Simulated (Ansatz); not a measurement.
# Zr3HN2: relaxing a made-up structure, part 2 of 2

This structure for Zr3HN2 is made up. Its elements were placed in a known structure type with a cell scaled to their sizes. What cell does the guess relax to, and how far off was it?

Ansatz 0.2.0; DFT, PBEsol, plane-wave PAW, files of the set soft_1, scalar-relativistic, no spin, cell and ions relaxed at zero pressure; PAW set soft_1 (the session's first sound run).

So far: The structure; Relaxing cell and atoms. The relaxed cell has a = 3.198, c = 7.972 Å (conventional setting).

## (3) Electronic structure of the relaxed cell

With the geometry fixed, one more self-consistent run, with a narrower smearing and the mesh shown in its input, gives the bands, and its pressure, and its forces where symmetry allows any, show how far the geometry depends on these settings.

This step: DFT, PBEsol, plane-wave PAW, files of the set soft_1, scalar-relativistic, no spin, bands and density of states at the relaxed cell; PAW set soft_1 (Ansatz 0.2.0).

File input.yaml:

```yaml
crystal:
  lattice:
    - [3.1982607016, 0.0, 0.0]
    - [-1.5991303508, 2.7697750155, 0.0]
    - [0.0, 0.0, 7.9723174417]
  atoms:
    - { symbol: Zr, position: [0.6666666667, 0.3333333333, 0.828878242] }
    - { symbol: Zr, position: [0.3333333333, 0.6666666667, 0.171121758] }
    - { symbol: Zr, position: [0.0, 0.0, 0.5] }
    - { symbol: "N", position: [0.6666666667, 0.3333333333, 0.3370749255] }
    - { symbol: "N", position: [0.3333333333, 0.6666666667, 0.6629250745] }
    - { symbol: H, position: [0.0, 0.0, 0.0] }
kpoints:
  mp_grid: { grid: [12, 12, 4] }
  band_path:
    path:
      - [[0.0, 0.0, 0.0], [0.5, 0.0, 0.0], [0.33333333, 0.33333333, 0.0], [0.0, 0.0, 0.0], [0.0, 0.0, 0.5], [0.5, 0.0, 0.5], [0.33333333, 0.33333333, 0.5], [0.0, 0.0, 0.5]]
      - [[0.5, 0.0, 0.5], [0.5, 0.0, 0.0]]
      - [[0.33333333, 0.33333333, 0.0], [0.33333333, 0.33333333, 0.5]]
    npoints: 8
scf:
  occupations: { method: fermi_dirac, width: 0.03 }
  n_extra_bands: 10
hamiltonian:
  xc: pbesol
  pseudopotentials: { kind: paw, azcp: { folder: soft_1 }, xc_functional: pbe }
output:
  forces: true
  stress: true
  write_bands: true
  dos: { projected: true }
  write_density: true
  write_potential: true
  elf: true
  volumetric_format: npy
```

The run is started by

```bash
$ ansatz run input.yaml --threads 4 --pin off --max-ram 10240MiB --backend cpu --events-out ev --progress --plain --runs-dir out
```

Numbers of over 12 decimals in the logs are rounded to 6 here.

The program printed:

```text
[...]
Crystal: 6 atoms, lattice volume = 70.622 Å³
Basis set: ecut = 420 eV, 1395 PW (Γ), exchange–correlation on 48×48×108 points (8 copies of the dense FFT grid, shifted against one another)
Bands: 34, of which v1, the nominal top of the filled ones, is band 24 counted from 1 (23 counted from 0)
Symmetry: 12 space group operations
[...]
k-points: 69 of 576
[...]
SCF iter   1: F=—  HF=-13171.044599 eV  |F-HF|=—  |Δ(HF+E_count)|=         —  Δρ=6.93e-2  dr2=3.04e1  ethr=3.10e-3  ⟨swp⟩=6.0  Hψ=9440  notcnv=0  defer=11
[...]
SCF iter   8: F=-13167.326521 eV  HF=-13167.326521 eV  |F-HF|=5.23e-8  |Δ(HF+E_count)|=   3.54e-7  Δρ=6.21e-6  dr2=6.98e-8  ethr=2.13e-10  ⟨swp⟩=14.7  Hψ=17637  notcnv=0
SCF 1 converged in 8 iterations: F = -13167.326521 eV  dr2 = 6.98e-8
[...]
NSCF: frozen V_eff on 75 k-points
SCF converged after 8 iterations
Free energy (F): -13167.326521 eV
[...]
Internal energy: -13167.317533 eV  (E = F + TS)
E sigma→0 (E₀):  -13167.322027 eV
Entropy (-TS):   -0.008989 eV (-1.498 meV/atom)
Fermi energy:    16.481388 eV
[...]
--- Forces (eV/Å), atoms counted from 1 ---
  atom   1  Zr     0.00000000     0.00000000     0.00399359
  atom   2  Zr     0.00000000     0.00000000    -0.00399359
  atom   3  Zr     0.00000000    -0.00000000     0.00000000
  atom   4  N      0.00000000    -0.00000000     0.00134220
  atom   5  N      0.00000000     0.00000000    -0.00134220
  atom   6  H      0.00000000    -0.00000000     0.00000000
  max |Σ_I F_I| component: 5.40e-31 eV/Å
--- Stress (GPa, compression-positive) ---
       -0.004073      -0.000000       0.000000
       -0.000000      -0.004073      -0.000000
        0.000000       0.000000       0.023850
  P = ⅓ Tr σ = 0.0052 GPa (0.052 kbar)
--- Band table (eV; the first three rows and the last of 69) ---
  k-point 0: bands = [... 20 lower, 12.9401, 16.5782, 16.7330, 16.7330, 16.8095, 18.4395, 18.4395, 18.6138, ... 6 higher]
  k-point 1: bands = [... 20 lower, 12.9805, 15.9288, 16.7901, 16.7901, 17.2244, 18.0487, 18.0487, 18.3608, ... 6 higher]
  k-point 2: bands = [... 20 lower, 13.0389, 15.4395, 16.8454, 16.8454, 17.4210, 17.9011, 17.9011, 18.1291, ... 6 higher]
  k-point 68: bands = [... 20 lower, 12.2500, 15.6493, 15.6493, 16.7041, 18.2533, 18.2533, 18.5470, 19.3765, ... 6 higher]
```

Wall time 1.9 s (4 threads of INTEL XEON PLATINUM 8581C at 2.10GHz (Emerald Rapids), shared host); peak memory 0.53 GiB.

In the SCF lines HF is the Harris–Foulkes energy and dr2 the Hartree energy of the density residual, in eV; the loop may stop once dr2 is under the threshold and the program's other checks hold. Hψ counts applications of the Hamiltonian.

This step gave:

* free energy: -13167.3265 eV
* energy at zero smearing: -13167.3220 eV
* smearing term TS: 0.008989 eV
* Fermi energy: 16.48 eV
* pressure: 0.005235 GPa

From bands.tsv, the bands that come nearest the Fermi level along the path, at its corners, in eV from the Fermi level:

```tsv
point	band 20	band 21	band 22	band 23	band 24	band 25	band 26	band 27
Γ	-3.54	-3.54	0.10	0.25	0.25	0.33	1.96	1.96
M	-4.26	-3.72	-2.94	-0.36	0.43	1.58	2.65	3.66
K	-4.61	-4.49	-0.80	-0.80	0.59	1.17	2.07	2.07
Γ	-3.54	-3.54	0.10	0.25	0.25	0.33	1.96	1.96
A	-3.46	-3.44	-1.04	0.36	0.36	0.94	1.42	1.42
L	-3.87	-3.61	-2.72	-0.86	-0.13	2.13	2.22	3.85
H	-4.62	-4.23	-0.83	-0.83	0.22	1.77	1.77	2.07
A	-3.46	-3.44	-1.04	0.36	0.36	0.94	1.42	1.42
L	-3.87	-3.61	-2.72	-0.86	-0.13	2.13	2.22	3.85
M	-4.26	-3.72	-2.94	-0.36	0.43	1.58	2.65	3.66
K	-4.61	-4.49	-0.80	-0.80	0.59	1.17	2.07	2.07
H	-4.62	-4.23	-0.83	-0.83	0.22	1.77	1.77	2.07
```

States per cell as run, both spins, in windows of 1 eV, from dos.tsv (zero at the Fermi level):

| from | to | total |
| --- | --- | --- |
| -8 | -7 | 0.21 |
| -7 | -6 | 2.16 |
| -6 | -5 | 3.78 |
| -5 | -4 | 6.20 |
| -4 | -3 | 1.65 |
| -3 | -2 | 0.54 |
| -2 | -1 | 1.22 |
| -1 | 0 | 3.20 |
| 0 | 1 | 1.53 |
| 1 | 2 | 2.84 |
| 2 | 3 | 3.56 |
| 3 | 4 | 4.48 |

A further 28.0 states lie below the table's range.

Valence density in the ac plane at fractional y = 0.000, with atoms of Zr and H within 0.2 Å of it. It is the smooth field of the valence electrons, not physical close to the nuclei.

Ten even steps from '_' (0.1 e/Å³) to '@' (4.2 e/Å³), each cell a mean:
```
::..__________________________..
________________________________
________________________________
____________..........__________
______________......____________
________________________________
________________________________
________________________________
________________________________
====--..__________________..--==
@@@@##==::______________::==##@@
%%@@@@**--..__________..--**@@@@
@@@@%%++::______________::++%%@@
##**==::..______________..::==**
......______________________....
________________________________
________________________________
________________________________
______________......____________
____________..........__________
______________......____________
________________________________
....__________________________..
--::..______________________..::
```
Columns run along a (3.2 Å), rows up along c (8.0 Å). Atoms in or near the plane, at fractional coordinates: Zr at (0.00, 0.50), H at (0.00, 0.00).

Electrostatic potential energy in the ac plane at fractional y = 0.000, with atoms of Zr and H within 0.2 Å of it. With pseudopotentials it is smooth inside the atoms' cores, unlike the true potential.

Ten even steps from '0' (-42 eV) to '9' (17 eV), each cell a mean:
```
5689999999999986
9999999989999999
9999988777889999
9999987666789999
9999987666789999
9999998888899999
9999999999999999
9999999999999999
7788999999999887
2346789999987643
0012589999985210
0001478999874100
0002478999874200
1124789999987421
5668899999998866
9999999999999999
9999999999999999
9999999888999999
9999988777889999
9999987666789999
9999987767789999
9999998888899999
7899999999999998
2479999999999974
```
Columns run along a (3.2 Å; values clipped at the 3rd and 97th percentile), rows up along c (8.0 Å). Atoms in or near the plane, at fractional coordinates: Zr at (0.00, 0.50), H at (0.00, 0.00).

ELF in the ac plane at fractional y = 0.000, with atoms of Zr and H within 0.2 Å of it. It is the smooth field of the valence electrons, not physical close to the nuclei.

Values, 24 rows by 16 columns, each cell a mean:
```
0.98 0.97 0.91 0.71 0.43 0.26 0.21 0.21 0.21 0.21 0.21 0.26 0.43 0.71 0.91 0.97
0.83 0.79 0.65 0.41 0.22 0.15 0.15 0.18 0.20 0.18 0.15 0.15 0.22 0.41 0.65 0.79
0.53 0.48 0.34 0.20 0.13 0.15 0.22 0.31 0.35 0.31 0.22 0.14 0.13 0.20 0.34 0.48
0.41 0.36 0.25 0.16 0.14 0.20 0.32 0.43 0.47 0.43 0.33 0.20 0.14 0.16 0.25 0.36
0.39 0.34 0.24 0.16 0.14 0.17 0.24 0.31 0.33 0.31 0.25 0.17 0.14 0.16 0.24 0.34
0.33 0.30 0.24 0.18 0.14 0.14 0.16 0.18 0.18 0.18 0.15 0.14 0.14 0.18 0.24 0.30
0.22 0.22 0.21 0.22 0.24 0.28 0.32 0.35 0.36 0.35 0.32 0.28 0.24 0.22 0.21 0.22
0.13 0.13 0.15 0.19 0.30 0.43 0.55 0.61 0.63 0.61 0.55 0.43 0.30 0.19 0.15 0.13
0.26 0.23 0.16 0.13 0.19 0.36 0.55 0.65 0.68 0.65 0.55 0.36 0.19 0.13 0.16 0.23
0.75 0.72 0.62 0.40 0.20 0.16 0.30 0.46 0.52 0.46 0.30 0.16 0.20 0.40 0.61 0.72
0.60 0.68 0.76 0.72 0.48 0.19 0.14 0.22 0.28 0.22 0.14 0.19 0.48 0.72 0.76 0.68
0.13 0.33 0.68 0.79 0.67 0.30 0.11 0.13 0.15 0.13 0.11 0.30 0.67 0.79 0.68 0.33
0.41 0.55 0.74 0.77 0.58 0.24 0.12 0.17 0.21 0.17 0.12 0.24 0.58 0.77 0.74 0.55
0.75 0.75 0.71 0.55 0.29 0.15 0.22 0.36 0.43 0.36 0.22 0.15 0.29 0.55 0.71 0.75
0.50 0.45 0.33 0.19 0.15 0.26 0.45 0.60 0.64 0.60 0.45 0.26 0.15 0.19 0.33 0.45
0.12 0.12 0.12 0.16 0.27 0.44 0.58 0.66 0.68 0.66 0.58 0.44 0.27 0.16 0.12 0.12
0.18 0.18 0.19 0.22 0.28 0.36 0.42 0.46 0.48 0.46 0.42 0.36 0.28 0.22 0.19 0.18
0.28 0.27 0.23 0.19 0.18 0.18 0.19 0.20 0.21 0.20 0.19 0.18 0.18 0.19 0.23 0.27
0.37 0.33 0.24 0.16 0.13 0.15 0.20 0.24 0.26 0.24 0.20 0.15 0.13 0.16 0.24 0.33
0.41 0.36 0.25 0.16 0.14 0.20 0.31 0.40 0.43 0.40 0.31 0.20 0.14 0.16 0.25 0.36
0.44 0.40 0.28 0.17 0.13 0.17 0.29 0.39 0.43 0.39 0.28 0.17 0.13 0.17 0.28 0.40
0.72 0.67 0.51 0.30 0.17 0.13 0.16 0.21 0.23 0.21 0.16 0.13 0.17 0.30 0.51 0.67
0.95 0.93 0.84 0.60 0.34 0.21 0.18 0.18 0.19 0.18 0.18 0.21 0.34 0.60 0.84 0.93
1.00 0.99 0.96 0.80 0.52 0.33 0.27 0.26 0.25 0.26 0.27 0.33 0.52 0.80 0.96 0.99
```
Columns run along a (3.2 Å), rows up along c (8.0 Å). Atoms in or near the plane, at fractional coordinates: Zr at (0.00, 0.50), H at (0.00, 0.00).

## (4) Outcome

| Quantity | Value |
| --- | --- |
| space group, relaxed | P-3m1 |
| conventional cell | a = 3.198, b = 3.198, c = 7.972 Å; α = 90.0°, β = 90.0°, γ = 120.0° |
| volume per atom | 11.77 Å³ (guess 12.21) |

**Reading.** Zr3HN2 relaxes to P-3m1 with a = 3.198, b = 3.198 and c = 7.972 Å. The guessed volume was 4 % too large. The space group P-3m1 was held in the relaxation, so the end point is a stationary structure within it and may be a saddle against distortions or other arrangements. Bands cross the Fermi level, so it is a metal or semimetal at this level. The electron count is odd, which forces that without spin polarisation or a larger cell. On the 12×12×4 mesh with the narrower smearing (relaxed on 9×9×4) the largest force component is 0.004 eV/Å and the largest stress component is 0.024 GPa, within the relaxation's thresholds of 0.015 eV/Å and 0.05 GPa. The cutoff wasn't tested. No dispersion term is used, so weakly bound directions may come out too long. Nothing here tests whether the compound is stable against decomposition.

[Logs are printed without paths, hosts, clocks, repeated set-up lines and the standing remarks that a program may print on its own settings, such as how far it seeks lower states.]

[Hosts, paths, dates, database ids (printed as entryN), source tags and the programs' standing remarks are cut or masked in the printed files.]
